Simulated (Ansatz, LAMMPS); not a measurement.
**A frame of liquid K2Si2O5 from 1350 K (126 atoms): geometry optimisation**

Wanted: the relaxed structure of a frame of liquid K2Si2O5 from 1350 K (126 atoms) and its electronic structure.

Method: Kohn-Sham DFT, PBE, PAW (set soft_2), plane waves, in Ansatz 0.2.0.

This is a report of a sequence of runs, with most program output left out.

**1. Set-up**

The cell holds 126 atoms: 28 K, 70 O and 28 Si. Its edges and angles: a = 13.179 Å, b = 13.179 Å, c = 13.179 Å, α = 90.0°, β = 90.0°, γ = 90.0°. 126 atoms (28 K, 70 O, 28 Si) placed at random at 2.18 g/cm³, melted at 4500 K for 20 ps at fixed volume with the Morse and Coulomb pair potential with partial charges (Pedone, Malavasi, Menziani, Cormack and Segre, J. Phys. Chem. B 110, 11780 (2006)). Snapshot at the end of a hold of 20 ps at 1350 K and fixed volume.

Before any run, some limits are plain. The starting topology of bonds comes from the classical model. Sampling is at Γ alone, for a cell whose shortest periodic width is 13 Å.

**2. Making the structure**

A classical potential makes the cell, at a small fraction of what the same run would cost in DFT.

This step: classical MD, Morse and Coulomb pair potential with partial charges (Pedone, Malavasi, Menziani, Cormack and Segre, J. Phys. Chem. B 110, 11780 (2006)) (LAMMPS 22 Jul 2025 - Update 4).

in.lmp reads:

```
# melt-quench of K28O70Si28
units metal
atom_style charge
boundary p p p
region box block 0 13.1792 0 13.1792 0 13.1792
create_box 3 box
mass 1 39.0983   # K
mass 2 15.9990   # O
mass 3 28.0850   # Si
create_atoms 1 random 28 353693 NULL overlap 1.5 maxtry 2000
create_atoms 2 random 70 353700 NULL overlap 1.5 maxtry 2000
create_atoms 3 random 28 353707 NULL overlap 1.5 maxtry 2000
pair_style hybrid/overlay pedone 5.5 coul/long 8.0
pair_coeff * * coul/long
pair_coeff 1 2 pedone 0.011612 2.062605 3.305308 5   # K-O
pair_coeff 2 2 pedone 0.042395 1.379316 3.618701 22   # O-O
pair_coeff 2 3 pedone 0.340554 2.006700 2.100000 1   # Si-O
set type 1 charge 0.6
set type 2 charge -1.2
set type 3 charge 2.4
kspace_style pppm 1.0e-4
neigh_modify delay 0 every 1 check yes
thermo_style custom step time temp pe press density
thermo_modify norm yes
timestep 0.002
thermo 100
min_style cg
minimize 1e-4 1e-4 200 2000
reset_timestep 0
velocity all create 4500 353694 mom yes dist gaussian
fix lim all nve/limit 0.05
fix lan all langevin 4500 4500 0.2 353695 zero yes
thermo 500
run 1000 post no
# [... 10 lines left out ...]
compute msd all msd com yes
thermo 2500
fix md all nvt temp 1350 1350 0.2
run 10000 post no
print "== T1350: mean square displacement over the hold $(c_msd[4]:%.2f) A^2"
unfix md
uncompute msd
write_dump all custom T1350.dump id type xs ys zs modify sort id
```

The run is started by

```console
$ lmp -in in.lmp -log none -nocite
```

Wall time 12 s (1 thread of Intel Xeon 6975P-C (Granite Rapids), shared host); peak memory 0.071 GiB.

**3. Single point at the start**

The forces at the start show how far the geometry lies from a minimum of this functional.

input.yaml reads:

```yaml
crystal:
  lattice:
    - [13.1792, 0.0, 0.0]
    - [0.0, 13.1792, 0.0]
    - [0.0, 0.0, 13.1792]
  atoms:
    - { symbol: K, position: [0.60249, 0.53877, 0.99091] }
    - { symbol: K, position: [0.71191, 0.8648, 0.28764] }
    - { symbol: K, position: [0.46724, 0.99981, 0.89139] }
    - { symbol: K, position: [0.0787, 0.29348, 0.0482] }
    - { symbol: K, position: [0.26623, 0.40843, 0.34818] }
    - { symbol: K, position: [0.74808, 0.07705, 0.64324] }
    - { symbol: K, position: [0.49934, 0.49874, 0.72598] }
    - { symbol: K, position: [0.49263, 0.69287, 0.86141] }
    - { symbol: K, position: [0.50806, 0.09847, 0.68833] }
    - { symbol: K, position: [0.57037, 0.61576, 0.30485] }
    - { symbol: K, position: [0.37309, 0.29262, 0.75772] }
    - { symbol: K, position: [0.79975, 0.31039, 0.13679] }
    - { symbol: K, position: [0.58232, 0.79174, 0.49606] }
    - { symbol: K, position: [0.3328, 0.51941, 0.54912] }
    - { symbol: K, position: [0.37089, 0.25836, 0.12837] }
    - { symbol: K, position: [0.89434, 0.72692, 0.11513] }
    - { symbol: K, position: [0.20179, 0.14545, 0.91711] }
    - { symbol: K, position: [0.2187, 0.48503, 0.81171] }
    - { symbol: K, position: [0.51244, 0.55677, 0.49321] }
    - { symbol: K, position: [0.79731, 0.65067, 0.28665] }
    - { symbol: K, position: [0.42505, 0.43754, 0.08044] }
    - { symbol: K, position: [0.53704, 0.06233, 0.1658] }
    - { symbol: K, position: [0.8259, 0.5547, 0.94608] }
    - { symbol: K, position: [0.45393, 0.83583, 0.6842] }
    - { symbol: K, position: [0.99763, 0.73599, 0.62382] }
    - { symbol: K, position: [0.28757, 0.96302, 0.16761] }
    - { symbol: K, position: [0.00787, 0.12181, 0.59922] }
    - { symbol: K, position: [0.91557, 0.49811, 0.75624] }
    - { symbol: O, position: [0.96662, 0.36554, 0.42167] }
    - { symbol: O, position: [0.73606, 0.5633, 0.44198] }
    - { symbol: O, position: [0.16153, 0.9094, 0.93017] }
    - { symbol: O, position: [0.4719, 0.96167, 0.52719] }
    [... 88 atom lines left out ...]
    - { symbol: Si, position: [0.97028, 0.2912, 0.31759] }
    - { symbol: Si, position: [0.13954, 0.14163, 0.26962] }
    - { symbol: Si, position: [0.47592, 0.04299, 0.45044] }
    - { symbol: Si, position: [0.21003, 0.87277, 0.50499] }
    - { symbol: Si, position: [0.1823, 0.28747, 0.60913] }
    - { symbol: Si, position: [0.08664, 0.59858, 0.36753] }
kpoints:
  mp_grid: { grid: [1, 1, 1] }
hamiltonian:
  xc: pbe
scf:
  occupations: { method: fermi_dirac, width: 0.116 }
output:
  forces: true
  stress: true
  populations: intrinsic
  dos:
    method: { smearing: { sigma: 0.1 } }
    de: 0.1
    projected: { site_lists: { K: [K], O: [O], Si: [Si] } }
  eigenvalues: true
```

The run is started by

```console
$ ansatz run input.yaml --threads 4 --pin off --max-ram 8192MiB --backend cpu --events-out ev --progress --plain --runs-dir out
```

Wall time 30 s (4 threads of Intel Xeon 6975P-C (Granite Rapids), shared host); peak memory 3.3 GiB.

The run gave:

| Item | Value |
| --- | --- |
| free energy | -100676.9972 eV |
| free energy per atom | -799.0238 eV/atom |
| SCF cycles | 11 |
| pressure | 2.621 GPa |
| r.m.s. force component | 2.399 eV/Å |
| longest force | 14.61 eV/Å |
| Fermi energy | 4.897 eV |
| gap (highest filled to lowest empty level) | 1.202 eV |

The r.m.s. force component of 2.4 eV/Å and the pressure of 2.6 GPa set the starting point.

Length of the force by element:

```tsv
element	coordination	atoms	mean length of the force (eV/Å)	spread	least	most
K	all	28	1.04	0.575	0.319	2.30
O	all	70	3.13	2.40	0.542	12.8
Si	all	28	5.39	2.89	0.347	14.6
```

**4. Relaxation**

With the cell held, the atoms are moved downhill towards a nearby minimum.

input.yaml, the sections that differ from step 3:

```yaml
output:
  forces: true
relax:
  f_tol: 0.03
  max_steps: 200
# crystal, kpoints, hamiltonian, scf: as in step 3
```

The job ended after 10 min (4 threads; peak memory 3.2 GiB; 38 min of CPU time).

Relaxation path (22 of 59):

```tsv
step	energy less that of the first step (eV)	largest force component (eV/Å)
1	0.0000	11.4399
4	-27.0569	0.7398
7	-31.0520	0.5078
9	-32.5889	0.3425
12	-34.0760	0.2924
15	-35.0744	0.2154
18	-35.7969	0.1267
20	-36.1295	0.1519
23	-36.4774	0.2173
26	-36.8782	0.2130
29	-37.2339	0.3016
31	-37.4164	0.2876
34	-37.6441	0.1950
37	-37.7927	0.2570
40	-37.9020	0.2652
42	-38.0194	0.2232
45	-38.1515	0.3070
48	-38.2130	0.2128
51	-38.2651	0.1004
53	-38.2820	0.0478
56	-38.2583	0.1717
59	-38.2940	0.0158
```

Relaxation steps 48, 56 were tried and not accepted.

The atoms that moved most (Å):

```tsv
atom	dx	dy	dz	length
K17	0.742	-1.431	-2.844	3.269
K18	-1.517	2.486	0.504	2.956
K28	0.815	-2.626	-0.188	2.756
K9	-0.611	1.964	0.059	2.057
O86	-0.169	-0.680	-1.922	2.045
K10	-0.873	1.069	-1.431	1.988
K13	-1.924	0.358	-0.150	1.962
K11	-1.352	1.160	0.797	1.951
```

The relaxation changed the energy by -304 meV/atom, and atoms moved by 1.0 Å r.m.s., 3.3 Å at most.

**5. Structure statistics after relaxation**

Bonds before and after, by the cutoffs listed below:

```tsv
pair	bonds before	bonds after	mean before (Å)	mean after (Å)	spread before (Å)	spread after (Å)
O-Si	112	112	1.642	1.647	0.094	0.042
```

Density 2.18 g/cm³, 18.17 Å³ an atom.

g(r), total and by pair (bins of 0.2 Å):

```tsv
r (Å)	total	O-O	O-K	O-Si	K-K	K-Si	Si-Si
1.50	0.65	0.00	0.00	2.62	0.00	0.00	0.00
1.70	4.11	0.00	0.00	16.66	0.00	0.00	0.00
1.90	0.00	0.00	0.00	0.00	0.00	0.00	0.00
2.10	0.00	0.00	0.00	0.00	0.00	0.00	0.00
2.30	0.00	0.00	0.00	0.00	0.00	0.00	0.00
2.50	0.60	0.84	1.36	0.00	0.00	0.00	0.00
2.70	3.21	7.79	3.25	0.00	0.00	0.00	0.00
2.90	0.61	0.05	2.15	0.00	0.00	0.00	1.32
3.10	0.70	0.20	1.22	0.05	0.46	0.48	5.12
3.30	0.81	0.30	0.80	0.39	0.20	2.45	3.53
3.50	0.91	0.39	0.79	0.94	1.34	3.04	0.00
3.70	1.12	0.80	0.54	1.57	1.73	2.73	0.00
3.90	1.15	0.85	0.82	1.46	2.75	1.83	0.00
4.10	1.15	0.68	0.72	2.20	1.80	1.11	0.41
4.30	1.10	0.86	0.92	1.77	1.25	0.88	0.50
4.50	0.76	0.93	0.76	0.59	1.16	0.40	0.79
4.70	0.91	1.11	1.11	0.56	1.25	0.54	0.83
4.90	1.06	1.21	1.41	0.64	0.78	0.63	1.68
5.10	1.29	2.06	1.36	0.80	0.71	0.36	1.06
5.30	0.79	0.89	0.90	0.65	0.83	0.29	1.32
5.50	0.77	0.75	0.68	0.89	0.84	0.68	0.92
5.70	0.90	0.76	0.87	1.06	1.29	0.75	1.00
5.90	0.94	0.80	0.83	1.00	0.80	1.40	1.33
6.10	0.96	0.89	0.99	1.10	0.76	0.99	0.69
6.30	1.08	0.95	1.10	1.28	0.58	1.44	0.52
6.50	1.01	0.94	1.02	1.00	0.66	1.52	0.72
```

Bonds by pair of elements; cutoffs follow the first minimum of g(r), held within bounds set by covalent radii, and pairs that aren't listed don't count as bonded:

```tsv
pair A-B	cutoff (Å)	bonds	mean length (Å)	spread (Å)	shortest (Å)	B about A	A about B
O-K	3.27	140	2.83	0.201	2.47	2	5
O-Si	2.12	112	1.65	0.042	1.56	1.6	4
```

The cutoff for O-K falls short of the minimum of g(r), so counts run low and odd coordinations can be artefacts.

How many atoms have how many bonded neighbours:

```tsv
element	mean	2	3	4	5	6	7
K	5	0	1	8	10	8	1
O	3.6	7	25	27	11	0	0
Si	4	0	0	28	0	0	0
```

Bond angles, per cent of each kind in bins of 5°:

```tsv
angle (°)	O-K-O	K-O-Si	O-Si-O	K-O-K	Si-O-Si
45–50	2.7	0.0	0.0	0.0	0.0
50–55	9.9	0.0	0.0	0.0	0.0
55–60	7.5	0.0	0.0	0.0	0.0
60–65	0.7	0.0	0.0	0.0	0.0
65–70	2.7	0.0	0.0	0.8	0.0
70–75	1.7	0.0	0.0	5.0	0.0
75–80	2.7	3.6	0.0	7.6	0.0
80–85	6.5	6.2	0.0	10.1	0.0
85–90	5.1	11.4	0.0	9.2	0.0
90–95	8.6	15.5	0.0	12.6	0.0
95–100	6.5	13.0	2.4	12.6	0.0
100–105	7.9	9.8	16.7	2.5	0.0
105–110	4.8	8.8	35.1	3.4	0.0
110–115	4.1	5.7	35.7	5.0	0.0
115–120	2.7	7.2	10.1	6.7	0.0
120–125	4.1	3.6	0.0	3.4	2.4
125–130	2.7	5.2	0.0	5.0	14.3
130–135	3.8	3.1	0.0	2.5	11.9
135–140	2.4	1.0	0.0	0.8	14.3
140–145	2.4	0.5	0.0	1.7	19.0
145–150	4.1	1.6	0.0	3.4	11.9
150–155	2.4	1.6	0.0	1.7	11.9
155–160	0.7	0.5	0.0	1.7	4.8
160–165	1.0	0.5	0.0	2.5	0.0
165–170	1.0	0.5	0.0	0.8	7.1
170–175	0.3	0.5	0.0	0.8	0.0
175–180	0.7	0.0	0.0	0.0	2.4
```

Bond angles (no mean is given where the spread exceeds 20°):

```tsv
angle	count	mean (°)	spread (°)
O-K-O	292	-	-
K-O-Si	193	105	18.7
O-Si-O	168	109	4.6
K-O-K	119	-	-
Si-O-Si	42	143	12.4
```

Oxygen atoms by the number of network formers (Si, P, Ge, B, Al, As, Ga) bound to them:

```tsv
network formers bound to O	O atoms	per cent
0	0	0
1	28	40
2	42	60
```

Network units: each former by its oxygen neighbours and how many of them bridge to another former:

```tsv
former	O neighbours	bridging O	atoms
Si	4	1	1
Si	4	2	6
Si	4	3	13
Si	4	4	8
```

Bond length by coordination (bonds to H left out):

```tsv
element	coordination	atoms	mean bond length (Å)
K	3	1	2.60
K	4	8	2.73
K	5	10	2.83
K	6	8	2.89
K	7	1	2.97
O	2	7	1.64
O	3	25	2.13
O	4	27	2.39
O	5	11	2.54
```

Rings of the network by King's shortest-path rule, up to 12 atoms, one path for each pair of neighbours; H, halogens, alkali and alkaline-earth atoms are left out, and the last column divides by all other atoms, bonded or not:

```tsv
ring size (atoms)	rings	per network atom
8	4	0.041
10	4	0.041
12	2	0.02
```

For some of the pairs, g(r) has its first main peak near 2.7 Å (O-O), 2.7 Å (O-K), 1.6 Å (O-Si), 3.9 Å (K-K), 3.6 Å (K-Si) and 3.1 Å (Si-Si). 60 % of the oxygens bridge two formers (Si) and 40 % are non-bridging. The commonest Si unit has 4 oxygens, 3 of them shared with other formers (13 of 28 atoms). Rings of 8 and 10 atoms are the most common (40 % each of those counted); sizes run from 8 to 12, where the search stops.

(Continued in part 2 of 2.)

[Logs are printed without paths, hosts, clocks, repeated set-up lines and the standing remarks that a program may print on its own settings, such as how far it seeks lower states.]

[Hosts, paths, dates, database ids (printed as entryN), source tags and the programs' standing remarks are cut or masked in the printed files.]
